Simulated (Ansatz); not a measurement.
# LiMgInN2: complex band structure

A new crystal, LiMgInN2: structure, gap and complex bands. It is built by putting In for B in the LiMgBN2 structure of space group I-4m2, with the volume rescaled by atomic radii. The parent structure comes from the Materials Project.

Method: PBE DFT, plane waves, PAW files, in the first sound run; inputs show where later runs differ, in Ansatz 0.2.0.

The structure was built from a prototype and need not be the compound's stable phase.

## (1) The structure

It takes space group I-4m2 (No. 119, tetragonal). Conventional cell: a = 4.082 Å, b = 4.082 Å, c = 9.499 Å, α = 90.00°, β = 90.00°, γ = 90.00°. Li has 4 N at 2.25 Å nearest. Nearest to Mg lie 4 N at 2.25 Å. In has 2 N at 1.44 Å nearest. Nearest to N lie 1 In at 1.44 Å and 2 Li at 2.25 Å and 2 Mg at 2.25 Å. It derives from LiMgBN2. In for B in the LiMgBN2 structure of space group I-4m2. Farther neighbours and most contacts between anions are not listed.

## (2) Cell and atoms at rest

The substituted atoms don't fit the parent's cell, so cell and atoms relax together. A small smearing keeps the run stable in case the gap closes on the way.

input.yaml

```yaml
crystal:
  lattice:
    - [-2.0412165425, 2.0412165425, 4.7496463306]
    - [2.0412165425, -2.0412165425, 4.7496463306]
    - [2.0412165425, 2.0412165425, -4.7496463306]
  atoms:
    - { symbol: Li, position: [0.25, 0.75, 0.5] }
    - { symbol: Mg, position: [0.75, 0.25, 0.5] }
    - { symbol: In, position: [0.5, 0.5, 0.0] }
    - { symbol: "N", position: [0.6512635, 0.6512635, 0.0] }
    - { symbol: "N", position: [0.3487365, 0.3487365, 0.0] }
kpoints:
  mp_grid: { grid: [8, 8, 8] }
scf:
  occupations: { method: gaussian, width: 0.03 }
hamiltonian:
  xc: pbe
output:
  forces: true
  stress: true
relax:
  f_tol: 0.02
  max_steps: 60
  cell: {}
```

Run with:

```sh
> ansatz run input.yaml --threads 2 --pin off --max-ram 4096MiB --backend cpu --events-out ev --progress --plain --runs-dir out
```

Numbers of over 12 decimals in the logs are rounded to 6 here.

The log of the run:

```text
Engine: ansatz 0.2.0, aarch64-unknown-linux-gnu
Pseudopotentials: kind: paw
Pseudopotential: Li, paw, valence charge 3, recommended cutoff 420 eV (normal), Li.paw.azcp
Pseudopotential: Mg, paw, valence charge 10, recommended cutoff 420 eV (normal), Mg.paw.azcp
Pseudopotential: In, paw, valence charge 13, recommended cutoff 420 eV (normal), In.paw.azcp
Pseudopotential: N, paw, valence charge 5, recommended cutoff 420 eV (normal), N.paw.azcp
Functional definition: PBE
  parameter kappa = 0.804
  parameter beta = 0.066725
  exchange = pbe_x(kappa = kappa, mu = beta*pi^2/3)
  correlation = pbe_c(beta = beta)
Crystal: 5 atoms, lattice volume = 79.159 Å³
Basis set: ecut = 420 eV, 1539 PW (Γ), exchange–correlation on 80×80×80 points (8 copies of the dense FFT grid, shifted against one another)
Bands: 23, of which v1, the nominal top of the filled ones, is band 18 counted from 1 (17 counted from 0)
Symmetry: 8 space group operations
Space group: I-4m2 (ITA 119), of the structure as read, at distance tolerance 4.3e-5 Å
k-points: 59 of 512 (time reversal used)
Non-local potential: Li, projectors of the file, l = 0: 3, l = 1: 2, l = 2: 1
Non-local potential: Mg, projectors of the file, l = 0: 3, l = 1: 2, l = 2: 1
Non-local potential: In, projectors of the file, l = 0: 2, l = 1: 2, l = 2: 2, l = 3: 2
Non-local potential: N, projectors of the file, l = 0: 2, l = 1: 2, l = 2: 1
PAW form: soft (Blöchl's): semilocal exchange-correlation on the pseudo side does not see the compensation charge
PAW one-centre angular grid: Li, 110 points (default); XC on 64 Gauss nodes
PAW one-centre angular grid: Mg, 110 points (default); XC on 64 Gauss nodes
PAW one-centre angular grid: In, 590 points (default); XC on 64 Gauss nodes
PAW one-centre angular grid: N, 110 points (default); XC on 64 Gauss nodes
Initial density: superposition of atomic densities (neutral atoms: chi_scale 0, normalization atom), corrected by the library's trained network
Initial wavefunctions: pseudopotential atomic-orbital guess
Functional: x = pbe(κ = 0.804, μ = 0.219515), c = pbe(β = 0.066725)
SCF iter   1: F=—  HF=-8479.395136 eV  |F-HF|=—  |Δ(HF+E_count)|=         —  Δρ=1.57e-2  dr2=1.84e-1  ethr=1.77e-3  ⟨swp⟩=6.2  Hψ=6881  notcnv=0
preconditioner: auto → none  [insulator: Δε(μ)=1.405 eV  Ē_g=13.724 eV  σ=0.030 eV  W_gap=1.00  n_scr=14 (ndim 8)  ℏωp=20.4 eV  f_vac=0.104  D(μ)=0.00/eV (n_scr^D=0)  ε∞_Penn≈3.2]
SCF iter   2: F=—  HF=-8479.345247 eV  |F-HF|=—  |Δ(HF+E_count)|=   4.99e-2  Δρ=6.49e-3  dr2=1.87e-2  ethr=5.12e-4  ⟨swp⟩=3.0  Hψ=2975  notcnv=0  defer=59
SCF iter   3: F=—  HF=-8479.342942 eV  |F-HF|=—  |Δ(HF+E_count)|=   2.30e-3  Δρ=3.02e-3  dr2=3.54e-3  ethr=5.19e-5  ⟨swp⟩=2.4  Hψ=2335  notcnv=0  defer=59
SCF iter   4: F=—  HF=-8479.344413 eV  |F-HF|=—  |Δ(HF+E_count)|=   1.47e-3  Δρ=1.91e-3  dr2=2.58e-3  ethr=9.85e-6  ⟨swp⟩=2.0  Hψ=2302  notcnv=0  defer=59
SCF iter   5: F=—  HF=-8479.344152 eV  |F-HF|=—  |Δ(HF+E_count)|=   2.62e-4  Δρ=3.54e-4  dr2=6.31e-5  ethr=7.17e-6  ⟨swp⟩=2.0  Hψ=1775  notcnv=0  defer=59
SCF iter   6: F=—  HF=-8479.344348 eV  |F-HF|=—  |Δ(HF+E_count)|=   1.96e-4  Δρ=7.51e-5  dr2=2.72e-6  ethr=1.75e-7  ⟨swp⟩=2.0  Hψ=1797  notcnv=0  defer=59
SCF iter   7: F=-8479.344352 eV  HF=-8479.344352 eV  |F-HF|=6.60e-8  |Δ(HF+E_count)|=   4.36e-6  Δρ=6.02e-6  dr2=2.63e-8  ethr=2.78e-10  ⟨swp⟩=4.1  Hψ=6559  notcnv=0
SCF 1 converged in 7 iterations: F = -8479.344352 eV  dr2 = 2.63e-8
  greatest PAW one-centre occupation: 1.003 electrons in one spin orbital (limit 2), on the In atom at site 2 (counted from 0), in its partial waves of l = 2
relax step   1: F+E_penalty+E_count = -8479.34435239 eV  Δ(F+E_penalty+E_count) = +0.000e0 eV  max|allowed force component| = 4.623e1 eV/Å  Δτ_max = 0.0000 Å  P = +84.899 GPa  Ω = 79.159 Å³  (7 SCF iters, dr2 threshold 1.00e-7 eV, accepted)
Crystal: 5 atoms, lattice volume = 81.719 Å³
Basis set: ecut = 420 eV, 1637 PW (Γ), exchange–correlation on 80×80×80 points (8 copies of the dense FFT grid, shifted against one another)
Initial density: handed on by an earlier stage of this run
Initial wavefunctions: those handed on with the density
SCF iter   1: F=—  HF=-8492.833194 eV  |F-HF|=—  |Δ(HF+E_count)|=         —  Δρ=4.34e-2  dr2=1.55e0  ethr=3.10e-3  ⟨swp⟩=6.9  Hψ=6918  notcnv=0
preconditioner: auto → none  [insulator: Δε(μ)=1.060 eV  Ē_g=13.706 eV  σ=0.030 eV  W_gap=1.00  n_scr=14 (ndim 8)  ℏωp=20.9 eV  f_vac=0.120  D(μ)=0.00/eV (n_scr^D=0)  ε∞_Penn≈3.3]
SCF iter   2: F=—  HF=-8492.708456 eV  |F-HF|=—  |Δ(HF+E_count)|=   1.25e-1  Δρ=3.22e-2  dr2=9.91e-1  ethr=3.10e-3  ⟨swp⟩=2.8  Hψ=2907  notcnv=0  defer=59
SCF iter   3: F=—  HF=-8492.482932 eV  |F-HF|=—  |Δ(HF+E_count)|=   2.26e-1  Δρ=8.04e-3  dr2=2.21e-2  ethr=2.75e-3  ⟨swp⟩=2.0  Hψ=1957  notcnv=0  defer=59
SCF iter   4: F=—  HF=-8492.488104 eV  |F-HF|=—  |Δ(HF+E_count)|=   5.17e-3  Δρ=1.54e-3  dr2=5.46e-4  ethr=6.14e-5  ⟨swp⟩=2.1  Hψ=2835  notcnv=0  defer=59
SCF iter   5: F=—  HF=-8492.488954 eV  |F-HF|=—  |Δ(HF+E_count)|=   8.50e-4  Δρ=3.54e-4  dr2=7.71e-5  ethr=1.52e-6  ⟨swp⟩=2.0  Hψ=2079  notcnv=0  defer=59
SCF iter   6: F=—  HF=-8492.488805 eV  |F-HF|=—  |Δ(HF+E_count)|=   1.49e-4  Δρ=8.77e-5  dr2=2.52e-6  ethr=2.14e-7  ⟨swp⟩=2.0  Hψ=2065  notcnv=0  defer=59
SCF iter   7: F=-8492.488808 eV  HF=-8492.488809 eV  |F-HF|=3.73e-8  |Δ(HF+E_count)|=   3.28e-6  Δρ=2.15e-5  dr2=2.95e-7  ethr=1.39e-9  ⟨swp⟩=5.0  Hψ=5233  notcnv=0
SCF 2 converged in 7 iterations: F = -8492.488808 eV  dr2 = 2.95e-7
  greatest PAW one-centre occupation: 1.000 electrons in one spin orbital (limit 2), on the Mg atom at site 1 (counted from 0), in its partial waves of l = 0
relax step   2: F+E_penalty+E_count = -8492.48880849 eV  Δ(F+E_penalty+E_count) = -1.314e1 eV  max|allowed force component| = 1.113e1 eV/Å  Δτ_max = 0.1970 Å  P = +23.084 GPa  Ω = 81.719 Å³  energy of the carried Pulay correction = -7.615e-3 eV  (7 SCF iters, dr2 threshold 5.00e-7 eV, accepted)
Crystal: 5 atoms, lattice volume = 83.019 Å³
Basis set: ecut = 420 eV, 1629 PW (Γ), exchange–correlation on 80×80×80 points (8 copies of the dense FFT grid, shifted against one another)
iter 1 solved again at ethr=7.06e-4 eV; its pass at ethr=3.10e-3 eV (dr2=2.54e-1 eV) is discarded
SCF iter   1: F=—  HF=-8494.277030 eV  |F-HF|=—  |Δ(HF+E_count)|=         —  Δρ=1.59e-2  dr2=2.54e-1  ethr=7.06e-4  ⟨swp⟩=1.0  Hψ=7650  notcnv=0
preconditioner: auto → none  [insulator: Δε(μ)=1.103 eV  Ē_g=13.465 eV  σ=0.030 eV  W_gap=1.00  n_scr=14 (ndim 8)  ℏωp=20.8 eV  f_vac=0.107  D(μ)=0.00/eV (n_scr^D=0)  ε∞_Penn≈3.4]
SCF iter   2: F=—  HF=-8494.276333 eV  |F-HF|=—  |Δ(HF+E_count)|=   6.97e-4  Δρ=1.43e-2  dr2=2.33e-1  ethr=7.05e-4  ⟨swp⟩=3.0  Hψ=2468  notcnv=0
SCF iter   3: F=—  HF=-8494.224417 eV  |F-HF|=—  |Δ(HF+E_count)|=   5.19e-2  Δρ=2.93e-3  dr2=2.69e-3  ethr=6.46e-4  ⟨swp⟩=2.0  Hψ=2244  notcnv=0  defer=57
SCF iter   4: F=—  HF=-8494.224922 eV  |F-HF|=—  |Δ(HF+E_count)|=   5.05e-4  Δρ=2.42e-4  dr2=7.65e-5  ethr=7.48e-6  ⟨swp⟩=2.0  Hψ=2293  notcnv=0  defer=59
SCF iter   5: F=—  HF=-8494.224769 eV  |F-HF|=—  |Δ(HF+E_count)|=   1.53e-4  Δρ=7.85e-5  dr2=4.93e-6  ethr=2.12e-7  ⟨swp⟩=2.0  Hψ=1666  notcnv=0  defer=59
SCF iter   6: F=—  HF=-8494.224772 eV  |F-HF|=—  |Δ(HF+E_count)|=   2.28e-6  Δρ=3.22e-5  dr2=5.49e-7  ethr=1.39e-9  ⟨swp⟩=5.0  Hψ=5298  notcnv=0
SCF iter   7: F=-8494.224772 eV  HF=-8494.224772 eV  |F-HF|=2.24e-8  |Δ(HF+E_count)|=   3.79e-7  Δρ=6.45e-6  dr2=2.97e-8  ethr=1.39e-9  ⟨swp⟩=4.0  Hψ=4480  notcnv=0
SCF 3 converged in 7 iterations: F = -8494.224772 eV  dr2 = 2.97e-8
relax step   3: F+E_penalty+E_count = -8494.22477211 eV  Δ(F+E_penalty+E_count) = -1.736e0 eV  max|allowed force component| = 5.505e0 eV/Å  Δτ_max = 0.0156 Å  P = +11.544 GPa  Ω = 83.019 Å³  energy of the carried Pulay correction = -1.139e-2 eV  (7 SCF iters, dr2 threshold 5.00e-7 eV, accepted)
[... from here on, the SCF cycles and remarks between the steps are left out ...]
relax step   4: F+E_penalty+E_count = -8495.06965310 eV  Δ(F+E_penalty+E_count) = -8.449e-1 eV  max|allowed force component| = 1.573e0 eV/Å  Δτ_max = 0.0209 Å  P = +4.719 GPa  Ω = 82.523 Å³  energy of the carried Pulay correction = -9.957e-3 eV  (6 SCF iters, dr2 threshold 5.00e-7 eV, accepted)
relax step   5: F+E_penalty+E_count = -8495.20392615 eV  Δ(F+E_penalty+E_count) = -1.343e-1 eV  max|allowed force component| = 4.443e-1 eV/Å  Δτ_max = 0.0093 Å  P = +1.224 GPa  Ω = 83.624 Å³  energy of the carried Pulay correction = -1.313e-2 eV  (6 SCF iters, dr2 threshold 5.00e-7 eV, accepted)
relax step   6: F+E_penalty+E_count = -8495.21393694 eV  Δ(F+E_penalty+E_count) = -1.001e-2 eV  max|allowed force component| = 7.425e-2 eV/Å  Δτ_max = 0.0018 Å  P = +0.276 GPa  Ω = 83.886 Å³  energy of the carried Pulay correction = -1.387e-2 eV  (6 SCF iters, dr2 threshold 5.00e-7 eV, accepted)
relax step   7: F+E_penalty+E_count = -8495.21363231 eV  Δ(F+E_penalty+E_count) = +3.046e-4 eV  max|allowed force component| = 1.692e-2 eV/Å  Δτ_max = 0.0014 Å  P = +0.011 GPa  Ω = 84.117 Å³  energy of the carried Pulay correction = -1.453e-2 eV  (4 SCF iters, dr2 threshold 5.00e-7 eV, accepted)
relax step   8: F+E_penalty+E_count = -8495.27112669 eV  Δ(F+E_penalty+E_count) = -5.749e-2 eV  max|allowed force component| = 1.673e-2 eV/Å  Δτ_max = 0.0000 Å  P = +0.505 GPa  Ω = 84.117 Å³  stress off target by 1.71e0 GPa  SCF on the basis re-selected at this cell (its energy is not comparable with the rows above)  (8 SCF iters)
relax step   9: F+E_penalty+E_count = -8495.27576675 eV  Δ(F+E_penalty+E_count) = -4.640e-3 eV  max|allowed force component| = 8.485e-3 eV/Å  Δτ_max = 0.0103 Å  P = +0.098 GPa  Ω = 84.308 Å³  energy of the carried Pulay correction = -1.202e-4 eV  (5 SCF iters, dr2 threshold 5.00e-7 eV, accepted)
relax step  10: F+E_penalty+E_count = -8495.27642151 eV  Δ(F+E_penalty+E_count) = -6.548e-4 eV  max|allowed force component| = 1.740e-3 eV/Å  Δτ_max = 0.0046 Å  P = -0.002 GPa  Ω = 84.265 Å³  energy of the carried Pulay correction = +1.776e-5 eV  (5 SCF iters, dr2 threshold 5.00e-7 eV, accepted)
iter 1 solved again at ethr=3.94e-8 eV; its pass at ethr=3.10e-3 eV (dr2=1.42e-5 eV) is discarded
SCF iter   1: F=—  HF=-8495.276509 eV  |F-HF|=—  |Δ(HF+E_count)|=         —  Δρ=5.20e-5  dr2=1.96e-7  ethr=3.94e-8  ⟨swp⟩=3.6  Hψ=10250  notcnv=0
preconditioner: auto → Resta (q_TF=auto, 2.368 Å⁻¹)  ε∞=3.5  [insulator: Δε(μ)=0.830 eV  Ē_g=12.985 eV  σ=0.030 eV  W_gap=1.00  n_scr=24 (ndim 8)  ℏωp=20.6 eV  f_vac=0.086  D(μ)=0.00/eV (n_scr^D=0)  ε∞_Penn≈3.5]
SCF iter   2: F=—  HF=-8495.276538 eV  |F-HF|=—  |Δ(HF+E_count)|=   2.87e-5  Δρ=2.71e-5  dr2=5.78e-8  ethr=5.46e-10  ⟨swp⟩=2.0  Hψ=2124  notcnv=0
SCF iter   3: F=—  HF=-8495.276543 eV  |F-HF|=—  |Δ(HF+E_count)|=   4.84e-6  Δρ=3.04e-6  dr2=8.81e-9  ethr=1.60e-10  ⟨swp⟩=2.0  Hψ=2124  notcnv=0
SCF iter   4: F=—  HF=-8495.276543 eV  |F-HF|=—  |Δ(HF+E_count)|=   3.51e-9  Δρ=9.96e-7  dr2=9.13e-10  ethr=2.45e-11  ⟨swp⟩=2.0  Hψ=1736  notcnv=0
SCF iter   5: F=—  HF=-8495.276543 eV  |F-HF|=—  |Δ(HF+E_count)|=   3.87e-9  Δρ=3.50e-7  dr2=1.00e-10  ethr=2.54e-12  ⟨swp⟩=2.0  Hψ=1660  notcnv=0
SCF iter   6: F=-8495.276543 eV  HF=-8495.276543 eV  |F-HF|=9.09e-12  |Δ(HF+E_count)|=  3.66e-10  Δρ=1.13e-7  dr2=5.35e-12  ethr=1.00e-12  ⟨swp⟩=4.1  Hψ=4490  notcnv=0
SCF 11 converged in 6 iterations: F = -8495.276543 eV  dr2 = 5.35e-12
relax step  11: F+E_penalty+E_count = -8495.27654264 eV  Δ(F+E_penalty+E_count) = -1.211e-4 eV  max|allowed force component| = 1.713e-3 eV/Å  Δτ_max = 0.0000 Å  P = -0.005 GPa  Ω = 84.265 Å³  stress off target by 2.16e-2 GPa  SCF on the basis re-selected at this cell (its energy is not comparable with the rows above)  (6 SCF iters)
basis re-selected at this cell: Δ(F+E_penalty+E_count) = -1.211e-4 eV, ΔP = -0.003 GPa vs the last step (what re-selecting the basis moved, of the pressure what is left beyond the Pulay correction that the steps carried, after the strain that the cell walked since its last selection, with what the two solves' SCF thresholds leave and, on support functions, any second-order correction that the steps lacked; it is no m [...]
SCF converged after 6 iterations
Free energy (F): -8495.276543 eV
Harris-Foulkes:  -8495.276543 eV  (|F-HF|=9.09e-12)
Internal energy: -8495.276543 eV  (E = F + TS)
E sigma→0 (E₀):  -8495.276543 eV
Fermi energy:    5.247345 eV
--- Per-component energies (eV) ---
  E_band       = -515.356724
  E_kinetic    = 598.509281
  E_local      = -3802.912632  (includes V_loc(G=0)·N_el)
  E_nonlocal   = 520.721673
  E_hartree    = 1425.213537
  E_xc         = -375.408602
  E_vxc        = -303.339191  (∫ρ·V_xc dr)
  E_paw        = -4720.638468  (= ΣΔE_a)
  E_vpaw       = -378.763210  (= ΣTr[D̂ρ^β])
  E_aug_tail   = 0.000223  (compensation charges beyond the density's cutoff)
  E_ewald      = -2140.761554
  E_smearing   = -0.000000  (= −TS)
  E_closure    = -0.000000  (closes the sum)
  Σ components = -8495.276543   (vs F -8495.276543, Δ=0.00e0)
--- Forces (eV/Å), atoms counted from 1 ---
  atom   1  Li     0.00000000    -0.00000000    -0.00000000
  atom   2  Mg    -0.00000000     0.00000000     0.00000000
  atom   3  In     0.00000000     0.00000000     0.00000000
  atom   4  N      0.00000000     0.00000000     0.00171339
  atom   5  N     -0.00000000    -0.00000000    -0.00171339
  max |Σ_I F_I| component: 1.73e-17 eV/Å
--- Stress (GPa, compression-positive) ---
       -0.017872      -0.000000       0.000000
       -0.000000      -0.017872       0.000000
        0.000000       0.000000       0.021643
  P = ⅓ Tr σ = -0.0047 GPa (-0.047 kbar)
--- Relaxed structure (9 steps of the walk, 9 accepted, 2 SCFs on fresh bases) ---
  F+E_penalty+E_count = -8495.27654264 eV   max|allowed force component| = 1.713e-3 eV/Å   (the final SCF, on the basis selected at the relaxed cell)
  cell:  # Å, volume = 84.2654 Å³
    - [-1.926708, 1.926708, 5.674889]
    - [1.926708, -1.926708, 5.674889]
    - [1.926708, 1.926708, -5.674889]
  atoms:
    - { symbol: Li, position: [0.25, 0.75, 0.500000] }
    - { symbol: Mg, position: [0.75, 0.25, 0.500000] }
    - { symbol: In, position: [0.5, 0.5, 0] }
    - { symbol: N, position: [0.673635, 0.673635, 0] }
    - { symbol: N, position: [0.326365, 0.326365, 0] }
```

The job ended after 70 s (2 threads of Arm Neoverse V1, shared host; peak memory 0.44 GiB).

Step by step:

```
step  energy less that of the first step (eV)  largest force component (eV/Å)  pressure (GPa)  volume (Å³)
   1                                   0.0000                         46.2263           84.90        79.16
   2                                 -13.1445                         11.1254           23.08        81.72
   3                                 -14.8804                          5.5054           11.54        83.02
   4                                 -15.7253                          1.5732            4.72        82.52
   5                                 -15.8596                          0.4443            1.22        83.62
   6                                 -15.8696                          0.0742            0.28        83.89
   7                                 -15.8693                          0.0169            0.01        84.12
  8*                                 -15.9268                          0.0167            0.51        84.12
   9                                 -15.9314                          0.0085            0.10        84.31
  10                                 -15.9321                          0.0017            0.00        84.27
 11*                                 -15.9322                          0.0017            0.00        84.27
```

Relaxation steps marked * repeat the geometry before them on a plane-wave basis chosen anew for their cell, so energy and pressure can jump there.

Forces are held to the 8 operations that the run works with; a distortion that breaks them can't arise in this run.

```
     cell as run  before   after   change
           a (Å)   5.558   6.295  +13.3 %
           b (Å)   5.558   6.295  +13.3 %
           c (Å)   5.558   6.295  +13.3 %
           α (°)  136.91  144.36   +5.4 %
           β (°)  136.91  144.36   +5.4 %
           γ (°)   62.58   51.30  -18.0 %
volume (Å³/atom)   15.83   16.85   +6.5 %
```

The atoms that moved most (Å, as changes of fractional coordinates times the final cell):

```
atom     dx     dy      dz  length
  N5  0.000  0.000  -0.254   0.254
  N4  0.000  0.000   0.254   0.254
```

Final coordinates:

```xyz
5
Lattice="-1.9267 1.9267 5.6749 1.9267 -1.9267 5.6749 1.9267 1.9267 -5.6749" Properties=species:S:1:pos:R:3 pbc="T T T"
Li    1.9267    0.0000    2.8374
Mg    0.0000    1.9267    2.8374
In    0.0000    0.0000    5.6749
N     0.0000    0.0000    7.6456
N     0.0000    0.0000    3.7042
```

This step gave:

```yaml
free_energy: -8495.2765 eV
fermi_energy: 5.247 eV
pressure: -0.004700 GPa
```

The largest force component on a free atom ends at 0.0017 eV/Å.

## (3) The bulk crystal and its band edges

The energy window and the wavevectors of the next steps follow from the band edges, so these are searched first, off the mesh as well.

input.yaml

```yaml
crystal:
  lattice:
    - [-1.9267080467, 1.9267080467, 5.6748892852]
    - [1.9267080467, -1.9267080467, 5.6748892852]
    - [1.9267080467, 1.9267080467, -5.6748892852]
  atoms:
    - { symbol: Li, position: [0.25, 0.75, 0.5] }
    - { symbol: Mg, position: [0.75, 0.25, 0.5] }
    - { symbol: In, position: [0.5, 0.5, 0.0] }
    - { symbol: "N", position: [0.6736352466, 0.6736352466, 0.0] }
    - { symbol: "N", position: [0.3263647534, 0.3263647534, 0.0] }
kpoints:
  mp_grid: { grid: [8, 8, 8] }
  band_path: { path: [VBM, CBM], npoints: 30 }
scf:
  occupations: { method: fixed }
hamiltonian:
  xc: pbe
output:
  eigenvalues: true
  write_potential: true
  write_density: true
  volumetric_format: npy
```

The log of the run:

```text
[...]
Crystal: 5 atoms, lattice volume = 84.265 Å³
Basis set: ecut = 420 eV, 1655 PW (Γ)
Bands: 23, of which v1, the nominal top of the filled ones, is band 18 counted from 1 (17 counted from 0)
Symmetry: 8 space group operations
[...]
k-points: 59 of 512 (time reversal used)
[...]
SCF iter   1: F=—  HF=-8495.279314 eV  |F-HF|=—  |Δ(HF+E_count)|=         —  Δρ=2.69e-3  dr2=8.79e-3  ethr=1.77e-3  ⟨swp⟩=4.9  Hψ=5541  notcnv=0  defer=173
[...]
SCF iter   7: F=-8495.276574 eV  HF=-8495.276574 eV  |F-HF|=1.33e-8  |Δ(HF+E_count)|=   1.91e-7  Δρ=2.26e-6  dr2=6.84e-9  ethr=2.78e-10  ⟨swp⟩=7.9  Hψ=4894  notcnv=0
SCF 1 converged in 7 iterations: F = -8495.276574 eV  dr2 = 6.84e-9
[...]
NSCF: frozen V_eff on 30 k-points
[...]
SCF converged after 7 iterations
Free energy (F): -8495.276574 eV
[...]
Internal energy: -8495.276574 eV  (E = F + TS)
E sigma→0 (E₀):  -8495.276574 eV
Fermi energy:    4.831886 eV
[...]
--- Band table (eV; the first three rows and the last of 59) ---
  k-point 0: bands = [... 14 lower, 3.3652, 3.3652, 4.2443, 4.2443, 5.6620, 9.5904, 11.1139, 11.1139, ... 1 higher]
  k-point 1: bands = [... 14 lower, 3.0982, 3.6902, 3.7712, 4.1497, 6.2386, 9.7011, 9.9697, 10.5148, ... 1 higher]
  k-point 2: bands = [... 14 lower, 2.3834, 3.2613, 3.5461, 4.3484, 6.6255, 8.6479, 9.8910, 10.8160, ... 1 higher]
  k-point 58: bands = [... 14 lower, 2.9576, 2.9576, 4.8319, 4.8319, 7.3661, 8.4892, 10.1020, 10.9871, ... 1 higher]
```

Elapsed: 12 s, on 2 threads; peak memory 0.4 GiB; 24 s of CPU time.

Reading the cycles: dr2 is the Hartree energy of the density residual (eV), the measure of convergence; HF is the Harris–Foulkes estimate of the energy, which meets the free energy F at convergence.

This step gave:

| Item | Value |
| --- | --- |
| free energy | -8495.2766 eV |
| Fermi energy | 4.832 eV |
| gap on the k-mesh | 0.8301 eV |
| gap on path | 0.8301 eV, by band count; negative where bands overlap |
| direct gap on path | 1.418 eV |
| edge places on path | 0, 2.371 1/A along the path |

Electronic bands along the path, in eV, zero at the Fermi level (highest filled level under fixed occupations); v1 is the highest filled band, c1 the lowest empty one:

```
  point     v4     v3     v2     v1    c1    c2    c3    c4
    VBM  -1.87  -1.87   0.00   0.00  2.53  3.66  5.27  6.16
halfway  -2.28  -2.12  -1.19  -0.94  2.75  2.76  3.92  4.11
    CBM  -1.47  -1.47  -0.59  -0.59  0.83  4.76  6.28  6.28
```

The searched edges give 0.830 eV, as on the mesh.

[end of part 1 of 4]

[Logs are printed without paths, hosts, clocks, repeated set-up lines and the standing remarks that a program may print on its own settings, such as how far it seeks lower states.]

[Hosts, paths, dates, database ids (printed as entryN), source tags and the programs' standing remarks are cut or masked in the printed files.]
